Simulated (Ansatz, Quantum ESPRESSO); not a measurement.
# Evanescent states of MgS, rock salt type, lattice constant set to 5.151 Å, part 3 of 3

Aim: how fast states decay in the gap of MgS, rock salt type, lattice constant set to 5.151 Å.

Quantum ESPRESSO 7.5; plane-wave DFT, LDA, GBRV ultrasoft pseudopotentials; cross-check by Ansatz 0.2.0 with PAW datasets.

So far. Step 2 (Self-consistent run): The run needed 8 iterations to bring the estimated error under 1e-09 Ry.

The structure was built from a prototype and need not be the compound's stable phase.

### Step 3. Complex bands with pwcond.x (continued)

Level of this step: complex band structure by pwcond; plane-wave DFT, LDA, GBRV ultrasoft pseudopotentials (Quantum ESPRESSO).

The program's own clock; routines nest. Time by routine:

| routine | wall time (s) | calls |
| --- | --- | --- |
| PWCOND | 67.28 | 1 |
| scatter_forw | 42.82 | 160 |
| compbs | 23.33 | 160 |
| compbs_2 | 21.66 | 160 |
| init | 0.57 | 1 |
| local | 0.54 | 4 |
| poten | 0.08 | 1 |

### Step 4. Complex bands with pwcond.x, with nz1 = 11

How much does a setting matter? One run is repeated with a change.

Contents of cbs.w.in:

```
&inputcond
  outdir = './out'
  prefixl = 'scf'
  band_file = 'cbs.w'
  ikind = 0
  ewind = 4.0
  epsproj = 1e-05
  nz1 = 11
  energy0 = 7.44
  denergy = -0.24
/
4
  0.00000000 0.00000000 1.00000000
  0.50000000 0.00000000 1.00000000
  0.50000000 0.50000000 1.00000000
  0.25000000 0.00000000 1.00000000
40
```

Run with:

```console
> OMP_NUM_THREADS=1 mpirun -n 2 pwcond.x -in cbs.w.in > cbs.w.out
```

Numbers of over 12 decimals in the logs are rounded to 6 here.

Output:

```text
[banner, memory and clock lines left out]
Program PWCOND v.7.5 starts
[citation notice left out]

[...]
./out/scf.save/

     IMPORTANT: XC functional enforced from input :
     Exchange-correlation= PZ
                           (   1   1   0   0   0   0   0)
     Any further DFT definition will be discarded
     Please, verify this is what you really want

     Reading collected, re-writing distributed wavefunctions

===== INPUT FILE containing the left lead =====

     GEOMETRY:

     lattice parameter (alat)  =       6.8830  a.u.
     the volume                =     461.1490 (a.u.)^3
     the cross section         =      47.3752 (a.u.)^2
     l of the unit cell        =       1.4142 (alat)
     number of atoms/cell      =            4
     number of atomic types    =            2

     crystal axes: (cart. coord. in units of alat)
               a(1) = (  1.0000  0.0000  0.0000 )
               a(2) = (  0.0000  1.0000  0.0000 )
               a(3) = (  0.0000  0.0000  1.4142 )

   Cartesian axes

     site n.     atom                  positions (alat units)
          1        Mg     tau(  1)=(  0.0000  0.0000  1.4142  )
          2        S      tau(  2)=(  0.5000  0.5000  1.4142  )
          3        Mg     tau(  3)=(  0.5000  0.5000  0.7071  )
          4        S      tau(  4)=(  0.0000  0.0000  0.7071  )

     nr1s                      =           27
     nr2s                      =           27
     nr3s                      =           40
     nr1sx                     =           27
     nr2sx                     =           27
     nr3sx                     =           40
     nr1                       =           32
     nr2                       =           32
     nr3                       =           45
     nr1x                      =           32
     nr2x                      =           32
     nr3x                      =           45

 _______________________________
  Radii of nonlocal spheres:

     type       ibeta     ang. mom.          radius (alat units)
       Mg         1         0                    0.2200
       Mg         2         0                    0.2200
       Mg         3         0                    0.2200
       Mg         4         1                    0.2200
       Mg         5         1                    0.2200
       Mg         6         2                    0.2200
       Mg         7         2                    0.2200
       S          1         0                    0.2191
       S          2         0                    0.2191
       S          3         1                    0.2191
       S          4         1                    0.2191
       S          5         2                    0.2191
       S          6         2                    0.2191
----- General information -----

----- Complex band structure calculation -----

     nrx                       =           27
     nry                       =           27
     nz1                       =           11

     energy0               =         7.4E+00
     denergy               =        -2.4E-01
     nenergy               =         40
     ecut2d                =         4.0E+01
     ewind                 =         4.0E+00
     epsproj               =         1.0E-05

     number of k_|| points=    4
                       cryst. coord.
        k(    1) = (   0.0000000   0.0000000), wk =   0.2500000
        k(    2) = (   0.5000000   0.0000000), wk =   0.2500000
        k(    3) = (   0.5000000   0.5000000), wk =   0.2500000
        k(    4) = (   0.2500000   0.0000000), wk =   0.2500000
----- Information about left lead -----

     nocros                   =           37
     noins                    =           37
     norb                     =          111
     norbf                    =          111
     nrz                      =           40

      iorb      type   ibeta   ang. mom.   m       position (alat)
        1        1       1        0        1   taunew(   1)=(  0.0000  0.0000  0.0000)
        2        1       2        0        1   taunew(   2)=(  0.0000  0.0000  0.0000)
[...]
111        2       6        2        5   taunew( 111)=(  0.5000  0.5000  1.4142)
 ngper, shell number =          145          23
 ngper, n2d =          145          78
---  E-Ef =    7.4400000  k =    0.0000000   0.0000000
---  ie =          1  ik =          1
 Nchannels of the left tip =            1
 Right moving states:
   k1(2pi/a)   k2(2pi/a)   E-Ef (eV)
  -0.1325539   0.0000000   7.4400000
 Left moving states:
   k1(2pi/a)   k2(2pi/a)   E-Ef (eV)
   0.1325539   0.0000000   7.4400000

---  E-Ef =    7.2000000  k =    0.0000000   0.0000000
---  ie =          2  ik =          1
 Nchannels of the left tip =            1
 Right moving states:
   k1(2pi/a)   k2(2pi/a)   E-Ef (eV)
  -0.1803509   0.0000000   7.2000000
 Left moving states:
   k1(2pi/a)   k2(2pi/a)   E-Ef (eV)
   0.1803509   0.0000000   7.2000000
[... further energies and points left out ...]
---  E-Ef =   -1.6800000  k =    0.2500000   0.0000000
---  ie =         39  ik =          4
 Nchannels of the left tip =            1
 Right moving states:
   k1(2pi/a)   k2(2pi/a)   E-Ef (eV)
   0.3662249   0.0000000  -1.6800000
 Left moving states:
   k1(2pi/a)   k2(2pi/a)   E-Ef (eV)
  -0.3662249   0.0000000  -1.6800000

---  E-Ef =   -1.9200000  k =    0.2500000   0.0000000
---  ie =         40  ik =          4
 Nchannels of the left tip =            1
 Right moving states:
   k1(2pi/a)   k2(2pi/a)   E-Ef (eV)
   0.3237667   0.0000000  -1.9200000
 Left moving states:
   k1(2pi/a)   k2(2pi/a)   E-Ef (eV)
  -0.3237667   0.0000000  -1.9200000

[...]
```

Run time: 77 s. Hardware: 2 MPI ranks of Intel Xeon Platinum 8488C (Sapphire Rapids), shared host; peak memory 0.17 GiB.

Beside the run it was changed from:

| quantity | this run | unchanged run | difference |
| --- | --- | --- | --- |
| peak of the smallest κ at the zone centre (Å⁻¹) | 0.233 | 0.233 | 0 |
| peak of the smallest κ at (1/2, 0) (Å⁻¹) | 0.331 | 0.331 | 0 |
| peak of the smallest κ at (1/2, 1/2) (Å⁻¹) | 0.326 | 0.326 | 0 |
| wall time (s) | 77 | 68 |  |

The physical values in this table stay within 0.05 %.

### Step 5. The same in Ansatz

A second code with its own PAW datasets, on the same atoms.

Level of this step: plane-wave DFT, LDA, Ansatz PAW (Ansatz 0.2.0).

Contents of input.yaml:

```yaml
crystal:
  lattice:
    - [3.6423070299, 0.0, 0.0]
    - [0.0, 3.6423070299, 0.0]
    - [0.0, 0.0, 5.151]
  atoms:
    - { symbol: Mg, position: [0.0, 0.0, 0.0] }
    - { symbol: S, position: [0.5, 0.5, 0.0] }
    - { symbol: Mg, position: [0.5, 0.5, 0.5] }
    - { symbol: S, position: [0.0, 0.0, 0.5] }
kpoints:
  mp_grid: { grid: [6, 6, 6] }
hamiltonian:
  xc: lda
scf:
  occupations: { method: fixed }
  convergence: { dr2_threshold: 1.0e-09 }
output:
  transmission:
    leads: [[0, 0]]
    kpoints: [[0, 0], [0.5, 0], [0.5, 0.5], [0.25, 0]]
    e_range: [-1.92, 7.44]
    de: 0.24
```

Run with:

```console
> ansatz run input.yaml --threads 2 --pin off --max-ram 4096MiB --backend cpu --events-out ev --progress --plain --runs-dir out
```

Output:

```text
Engine: ansatz 0.2.0, x86_64-unknown-linux-gnu
Pseudopotentials: kind: paw
Pseudopotential: Mg, paw, valence charge 10, recommended cutoff 420 eV (normal), Mg.paw.azcp
Pseudopotential: S, paw, valence charge 6, recommended cutoff 420 eV (normal), S.paw.azcp
Functional definition: SPW92
  exchange = slater_x
  correlation = pw_c
Crystal: 4 atoms, lattice volume = 68.335 Å³
Basis set: ecut = 420 eV, 1337 PW (Γ)
Bands: 20, of which v1, the nominal top of the filled ones, is band 16 counted from 1 (15 counted from 0)
Symmetry: 32 space group operations
Space group: Fm-3m (ITA 225), of the structure as read, at distance tolerance 4.1e-5 Å
k-points: 40 of 216
Non-local potential: Mg, projectors of the file, l = 0: 3, l = 1: 2, l = 2: 1
Non-local potential: S, projectors of the file, l = 0: 2, l = 1: 2, l = 2: 2
PAW form: soft (Blöchl's): semilocal exchange-correlation on the pseudo side does not see the compensation charge
PAW frozen core: Mg, regenerated for the run's functional, and the local potential with it (the file was generated under x = pbe(κ = 0.804, μ = 0.219515), c = pbe(β = 0.066725))
PAW frozen core: S, regenerated for the run's functional, and the local potential with it (the file was generated under x = pbe(κ = 0.804, μ = 0.219515), c = pbe(β = 0.066725))
PAW one-centre angular grid: Mg, 110 points (default); XC on 64 Gauss nodes
PAW one-centre angular grid: S, 110 points (default); XC on 64 Gauss nodes
Initial density: superposition of atomic densities (neutral atoms: chi_scale 0, normalization atom), corrected by the library's trained network
Initial wavefunctions: pseudopotential atomic-orbital guess
Functional: x = slater, c = lda
SCF iter   1: F=—  HF=-5548.367194 eV  |F-HF|=—  |Δ(HF+E_count)|=         —  Δρ=6.96e-3  dr2=1.90e-2  ethr=1.77e-3  ⟨swp⟩=4.8  Hψ=3371  notcnv=0  defer=77
preconditioner: auto → none  [insulator: Δε(μ)=2.575 eV  Ē_g=10.177 eV  n_scr=14 (ndim 8)  ℏωp=18.0 eV  f_vac=0.000  ε∞_Penn≈4.1]
SCF iter   2: F=—  HF=-5548.353738 eV  |F-HF|=—  |Δ(HF+E_count)|=   1.35e-2  Δρ=2.61e-3  dr2=2.42e-3  ethr=5.93e-5  ⟨swp⟩=2.0  Hψ=1771  notcnv=0  defer=80
SCF iter   3: F=—  HF=-5548.352563 eV  |F-HF|=—  |Δ(HF+E_count)|=   1.18e-3  Δρ=4.22e-4  dr2=6.74e-5  ethr=7.55e-6  ⟨swp⟩=2.0  Hψ=1192  notcnv=0  defer=80
SCF iter   4: F=—  HF=-5548.352539 eV  |F-HF|=—  |Δ(HF+E_count)|=   2.36e-5  Δρ=2.96e-5  dr2=4.18e-7  ethr=2.10e-7  ⟨swp⟩=2.1  Hψ=1104  notcnv=0  defer=5
SCF iter   5: F=—  HF=-5548.352539 eV  |F-HF|=—  |Δ(HF+E_count)|=   4.75e-7  Δρ=7.05e-6  dr2=3.96e-8  ethr=1.31e-9  ⟨swp⟩=2.0  Hψ=1440  notcnv=0  defer=1
SCF iter   6: F=—  HF=-5548.352539 eV  |F-HF|=—  |Δ(HF+E_count)|=   9.41e-9  Δρ=3.00e-6  dr2=7.46e-9  ethr=1.24e-10  ⟨swp⟩=2.0  Hψ=1119  notcnv=0  defer=1
SCF iter   7: F=-5548.352539 eV  HF=-5548.352539 eV  |F-HF|=4.16e-10  |Δ(HF+E_count)|=   2.63e-9  Δρ=8.17e-7  dr2=5.20e-10  ethr=3.13e-12  ⟨swp⟩=2.9  Hψ=2880  notcnv=0
SCF 1 converged in 7 iterations: F = -5548.352539 eV  dr2 = 5.20e-10
  greatest PAW one-centre occupation: 1.000 electrons in one spin orbital (limit 2), on the Mg atom at site 2 (counted from 0), in its partial waves of l = 0
transmission: 9 of 36 steps passed
transmission: 18 of 36 steps passed
transmission: 27 of 36 steps passed
transmission: 36 of 36 steps passed
SCF converged after 7 iterations
Free energy (F): -5548.352539 eV
Harris-Foulkes:  -5548.352539 eV  (|F-HF|=4.16e-10)
Internal energy: -5548.352539 eV  (E = F + TS)
E sigma→0 (E₀):  -5548.352539 eV
Fermi energy:    6.544485 eV
--- Per-component energies (eV) ---
  E_band       = -656.233570
  E_kinetic    = 372.865248
  E_local      = -3303.096943  (includes V_loc(G=0)·N_el)
  E_nonlocal   = 250.528824
  E_hartree    = 1173.961595
  E_xc         = -253.914445
  E_vxc        = -255.299973  (∫ρ·V_xc dr)
  E_paw        = -1680.629191  (= ΣΔE_a)
  E_vpaw       = -69.153717  (= ΣTr[D̂ρ^β])
  E_aug_tail   = 0.000014  (compensation charges beyond the density's cutoff)
  E_ewald      = -2108.674994
  E_core_change = 0.607354  (= ΣΔE_core)
  E_smearing   = -0.000000  (= −TS)
  E_closure    = -0.000000  (closes the sum)
  Σ components = -5548.352539   (vs F -5548.352539, Δ=0.00e0)
--- Band table (eV; the first three rows and the last of 40) ---
  k-point 0: bands = [... 12 lower, 4.7726, 6.5442, 6.5445, 6.5445, 9.1658, 10.2658, 10.6943, 14.3196]
  k-point 1: bands = [... 12 lower, 4.8620, 6.0017, 6.3795, 6.3795, 9.4605, 10.8372, 10.8790, 13.8143]
  k-point 2: bands = [... 12 lower, 5.1209, 5.1209, 5.9790, 5.9790, 10.2944, 11.2616, 11.8957, 12.8534]
  k-point 39: bands = [... 12 lower, 3.1423, 3.1423, 4.0454, 4.0454, 11.7328, 11.7328, 14.3979, 14.3979]
--- Transmission ---
  basis      : 121 plane waves across, 9 finite elements along
  points     : 4, as listed
  energies   : 40 from -1.920000 to 7.440000 eV about the Fermi level, 0.240000 eV apart; the leads are filled to 1.310658 eV, and channels, transmission and decay are at 1.200000 eV
  crystal 0  : Mg2S2, at the sites [0, 0], period 5.1510 Å: whole cells are its period
    offset         : up to 0.0000 Å between an atom of the period and one for which it stands
    channels       : 0.000000e0 a spin
    conductance    : none, the energies end too early or step too widely for 300 K: set another output.transmission.e_range or a lower de, or, where they end at an eighth of basis.ecutwfc, a higher one
    slowest decay  : 0.2214 /Å at (0.0000, 0.0000)
```

It took 13 s on 2 threads; peak memory 0.43 GiB; 17 s of CPU time.

Read from the output:

* free energy: -5548.3525 eV
* gap by band count: 2.621 eV
* symmetry operations: 32
* slowest decay at the grid energy nearest mid-gap: 0.2214 Å⁻¹
* peak of the smallest κ at the zone centre: 0.2334 Å⁻¹
* energy of the peak at the zone centre: 1.92 eV
* peak of the smallest κ at (1/2, 0): 0.3305 Å⁻¹
* peak of the smallest κ at (1/2, 1/2): 0.3256 Å⁻¹
* valence top, on the run's zero: 6.544 eV

K across = (0, 0) in the cell's reciprocal vectors; values within 0.0025 1/Å of each other count once, columns are sorted by size at each energy, a dash where no further value was kept. Im kz of the slowest decaying states against energy, zero at the highest filled level of the SCF mesh:

| energy (eV) | decay 1 (Å⁻¹) | decay 2 (Å⁻¹) | decay 3 (Å⁻¹) |
| --- | --- | --- | --- |
| -1.92 | 0.259 | 0.735 | 1.29 |
| -1.68 | 0.717 | 1.27 | - |
| -1.20 | 0.680 | 1.22 | - |
| -0.96 | 0.661 | 1.19 | - |
| -0.72 | 0.640 | 1.16 | - |
| -0.24 | 0.597 | 1.10 | - |
| 0.00 | 0.00447 | 0.574 | 1.07 |
| 0.24 | 0.119 | 0.229 | 0.549 |
| 0.72 | 0.189 | 0.367 | 0.494 |
| 0.96 | 0.208 | 0.408 | 0.464 |
| 1.20 | 0.221 | 0.431 | 0.440 |
| 1.68 | 0.233 | 0.354 | 0.486 |
| 1.92 | 0.233 | 0.307 | 0.501 |
| 2.16 | 0.230 | 0.250 | 0.514 |
| 2.64 | 0.21 | 0.530 | 0.654 |
| 2.88 | 0.193 | 0.534 | 0.600 |
| 3.36 | 0.136 | 0.475 | 0.536 |
| 3.60 | 0.0817 | 0.397 | 0.534 |
| 3.84 | 0.298 | 0.531 | 1.38 |
| 4.32 | 0.519 | 1.33 | 1.47 |
| 4.56 | 0.510 | 1.31 | 1.46 |
| 4.80 | 0.500 | 1.28 | 1.44 |
| 5.28 | 0.474 | 1.23 | 1.41 |
| 5.52 | 0.0505 | 0.458 | 1.20 |
| 5.76 | 0.0934 | 0.440 | 1.17 |
| 6.24 | 0.125 | 0.396 | 1.11 |
| 6.48 | 0.129 | 0.369 | 1.08 |
| 6.72 | 0.127 | 0.338 | 1.04 |
| 7.20 | 0.103 | 0.256 | 0.973 |
| 7.44 | 0.0756 | 0.198 | 0.936 |

K across = (0, 0) in the cell's reciprocal vectors. Re kz of states that move upwards against energy, zero at the highest filled level of the SCF mesh:

| energy (eV) | channel 1 (Å⁻¹) | channel 2 (Å⁻¹) | channel 3 (Å⁻¹) |
| --- | --- | --- | --- |
| -1.92 | -0.467 | - | - |
| -1.68 | -0.422 | 0.206 | 0.206 |
| -1.20 | -0.333 | 0.528 | 0.528 |
| -0.96 | -0.579 | -0.579 | -0.288 |
| -0.72 | -0.474 | -0.474 | -0.240 |
| -0.24 | -0.249 | -0.249 | -0.129 |
| 0.00 | - | - | - |
| 0.24 | - | - | - |
| 0.72 | - | - | - |
| 0.96 | - | - | - |
| 1.20 | - | - | - |
| 1.68 | - | - | - |
| 1.92 | - | - | - |
| 2.16 | - | - | - |
| 2.64 | 0.0511 | - | - |
| 2.88 | 0.190 | - | - |
| 3.36 | 0.325 | - | - |
| 3.60 | 0.377 | - | - |
| 3.84 | 0.0837 | 0.424 | - |
| 4.32 | 0.201 | 0.222 | 0.509 |
| 4.56 | 0.246 | 0.345 | 0.549 |
| 4.80 | 0.289 | 0.436 | 0.590 |
| 5.28 | -0.536 | 0.386 | 0.578 |
| 5.52 | -0.582 | - | - |
| 5.76 | -0.525 | - | - |
| 6.24 | -0.421 | - | - |
| 6.48 | -0.371 | - | - |
| 6.72 | -0.322 | - | - |
| 7.20 | -0.219 | - | - |
| 7.44 | -0.161 | - | - |

K across = (1/2, 0) in the cell's reciprocal vectors; values within 0.0025 1/Å of each other count once, columns are sorted by size at each energy, a dash where no further value was kept. Table of Im kz of the slowest decaying states by energy, zero at the highest filled level of the SCF mesh:

| energy (eV) | decay 1 (Å⁻¹) | decay 2 (Å⁻¹) | decay 3 (Å⁻¹) |
| --- | --- | --- | --- |
| -1.92 | 1.04 | 1.27 | - |
| -1.68 | 0.975 | 1.25 | - |
| -1.44 | 0.903 | 1.23 | - |
| -1.20 | 0.812 | 1.21 | - |
| -0.96 | 0.679 | 1.18 | - |
| -0.72 | 0.362 | 1.16 | - |
| -0.48 | 0.116 | 0.519 | 1.13 |
| -0.24 | 0.181 | 0.668 | 1.11 |
| 0.00 | 0.223 | 0.736 | 1.08 |
| 0.24 | 0.254 | 0.774 | 1.06 |
| 0.72 | 0.296 | 0.811 | 1.01 |
| 0.96 | 0.310 | 0.819 | 0.980 |
| 1.20 | 0.320 | 0.821 | 0.954 |
| 1.44 | 0.326 | 0.820 | 0.926 |
| 1.68 | 0.330 | 0.816 | 0.899 |
| 1.92 | 0.331 | 0.810 | 0.870 |
| 2.16 | 0.328 | 0.801 | 0.842 |
| 2.40 | 0.323 | 0.790 | 0.812 |
| 2.64 | 0.315 | 0.777 | 0.782 |
| 2.88 | 0.303 | 0.750 | 0.762 |
| 3.12 | 0.287 | 0.718 | 0.746 |
| 3.36 | 0.267 | 0.685 | 0.728 |
| 3.60 | 0.242 | 0.649 | 0.708 |
| 3.84 | 0.209 | 0.612 | 0.687 |
| 4.08 | 0.164 | 0.573 | 0.663 |
| 4.32 | 0.0883 | 0.530 | 0.638 |
| 4.56 | 0.484 | 0.611 | - |
| 4.80 | 0.431 | 0.581 | - |
| 5.28 | 0.284 | 0.513 | - |
| 5.52 | 0.0827 | 0.473 | - |
| 5.76 | 0.130 | 0.429 | - |
| 6.00 | 0.125 | 0.377 | - |
| 6.24 | 0.0822 | 0.314 | - |
| 6.48 | 0.232 | - | - |
| 6.72 | 0.0802 | - | - |
| 6.96 | 0.144 | 1.48 | - |
| 7.20 | 0.193 | 1.46 | - |
| 7.44 | 0.220 | 1.43 | - |

K across = (1/2, 1/2) in the cell's reciprocal vectors; values within 0.0025 1/Å of each other count once, columns are sorted by size at each energy, a dash where no further value was kept. Table of Im kz of the slowest decaying states by energy, zero at the highest filled level of the SCF mesh:

| energy (eV) | decay 1 (Å⁻¹) | decay 2 (Å⁻¹) |
| --- | --- | --- |
| -1.92 | - | - |
| -1.68 | 0.106 | 0.119 |
| -1.44 | 0.193 | 0.209 |
| -1.20 | 0.243 | 0.256 |
| -0.96 | 0.279 | 0.285 |
| -0.72 | 0.304 | - |
| -0.48 | 0.316 | 0.325 |
| -0.24 | 0.323 | 0.340 |
| 0.00 | 0.326 | 0.351 |
| 0.24 | 0.324 | 0.358 |
| 0.72 | 0.311 | 0.365 |
| 0.96 | 0.300 | 0.364 |
| 1.20 | 0.286 | 0.362 |
| 1.44 | 0.267 | 0.357 |
| 1.68 | 0.244 | 0.349 |
| 1.92 | 0.216 | 0.340 |
| 2.16 | 0.179 | 0.329 |
| 2.40 | 0.126 | 0.315 |
| 2.64 | 0.298 | - |
| 2.88 | 0.278 | - |
| 3.12 | 0.255 | - |
| 3.36 | 0.227 | - |
| 3.60 | 0.192 | - |
| 3.84 | 0.146 | - |
| 4.08 | 0.0703 | - |
| 4.32 | - | - |
| 4.56 | - | - |
| 4.80 | - | - |
| 5.28 | 0.0537 | - |
| 5.52 | 0.0963 | - |
| 5.76 | 0.119 | - |
| 6.00 | 0.133 | - |
| 6.24 | 0.140 | - |
| 6.48 | 0.143 | - |
| 6.72 | 0.142 | - |
| 6.96 | 0.136 | - |
| 7.20 | 0.126 | - |
| 7.44 | 0.109 | 1.49 |

K across = (1/4, 0) in the cell's reciprocal vectors; values within 0.0025 1/Å of each other count once, columns are sorted by size at each energy, a dash where no further value was kept. Table of Im kz of the slowest decaying states by energy, zero at the highest filled level of the SCF mesh:

| energy (eV) | decay 1 (Å⁻¹) | decay 2 (Å⁻¹) | decay 3 (Å⁻¹) |
| --- | --- | --- | --- |
| -1.92 | 0.0758 | 0.497 | 1.02 |
| -1.44 | 0.0253 | 0.139 | 0.970 |
| -0.96 | 0.108 | 0.917 | 1.49 |
| -0.48 | 0.863 | 1.43 | 1.49 |
| -0.24 | 0.107 | 0.836 | 1.40 |
| 0.00 | 0.188 | 0.204 | 0.808 |
| 0.24 | 0.236 | 0.344 | 0.780 |
| 0.72 | 0.297 | 0.493 | 0.722 |
| 1.20 | 0.332 | 0.586 | 0.660 |
| 1.68 | 0.351 | 0.594 | 0.655 |
| 2.16 | 0.357 | 0.521 | 0.718 |
| 2.64 | 0.352 | 0.437 | 0.813 |
| 2.88 | 0.346 | 0.387 | 0.850 |
| 3.36 | 0.261 | 0.324 | 0.820 |
| 3.84 | 0.287 | 0.785 | 0.994 |
| 4.32 | 0.226 | 0.744 | 0.917 |
| 4.80 | 0.0887 | 0.697 | 0.830 |
| 5.28 | 0.0779 | 0.643 | 0.729 |
| 5.76 | 0.123 | 0.131 | 0.581 |
| 6.00 | 0.126 | 0.137 | 0.529 |
| 6.48 | 0.128 | 0.271 | 0.464 |
| 6.96 | 0.0630 | 0.217 | 0.360 |
| 7.44 | 0.201 | 0.229 | 0.560 |

### Step 6. Worked from the printed numbers

T falls as exp(−2κd). With κ = 0.226 1/Å, 10 Å of barrier pass exp(−2 × 0.226 × 10) = 0.011 of that channel, interfaces aside.

### Step 7. Summary of results

- gap on the SCF mesh: 2.62 eV
- smallest κ at mid-gap among the four k points, at the zone centre: 0.226 Å⁻¹
- peak of the smallest κ in the stop band at the zone centre: 0.233 Å⁻¹
- peak of the smallest κ in the stop band at (1/2, 0): 0.331 Å⁻¹
- peak of the smallest κ in the stop band at (1/2, 1/2): 0.326 Å⁻¹
- peak of the smallest κ in the stop band at (1/4, 0): 0.357 Å⁻¹
- energy of the peak at the zone centre, over the highest filled level: 1.68 eV
- peak at the zone centre by Ansatz: 0.233 Å⁻¹

With a gap of 2.62 eV on the mesh, the smallest κ at mid-gap among the four k points, at the zone centre is 0.226 Å⁻¹ (LDA, GBRV ultrasoft). For a barrier with the Fermi level at mid-gap the slowest state found, at the zone centre, loses a factor of ten in probability every 5.1 Å or so. Stop bands away from the zone centre are mostly wider than the gap, so their peaks can lie above the conduction bottom. At the zone centre pwcond's peak is 0.233 and Ansatz's 0.233 1/Å, 0 % apart. The cell is the a/√2 one, turned by 45°, with two primitive cells, so X along [001] folds onto kz = 0. A semilocal gap is too small, often by a third to a half and by more in narrow-gap crystals, so real barriers decay faster.

[Logs are printed without paths, hosts, clocks, repeated set-up lines and the standing remarks that a program may print on its own settings, such as how far it seeks lower states.]

[Hosts, paths, dates, database ids (printed as entryN), source tags and the programs' standing remarks are cut or masked in the printed files.]

[Maps of the electrostatic potential energy from Ansatz leave out the sawtooth potential of an applied field or a dipole correction, so their vacuum need not be flat; planar profiles and work functions include it.]
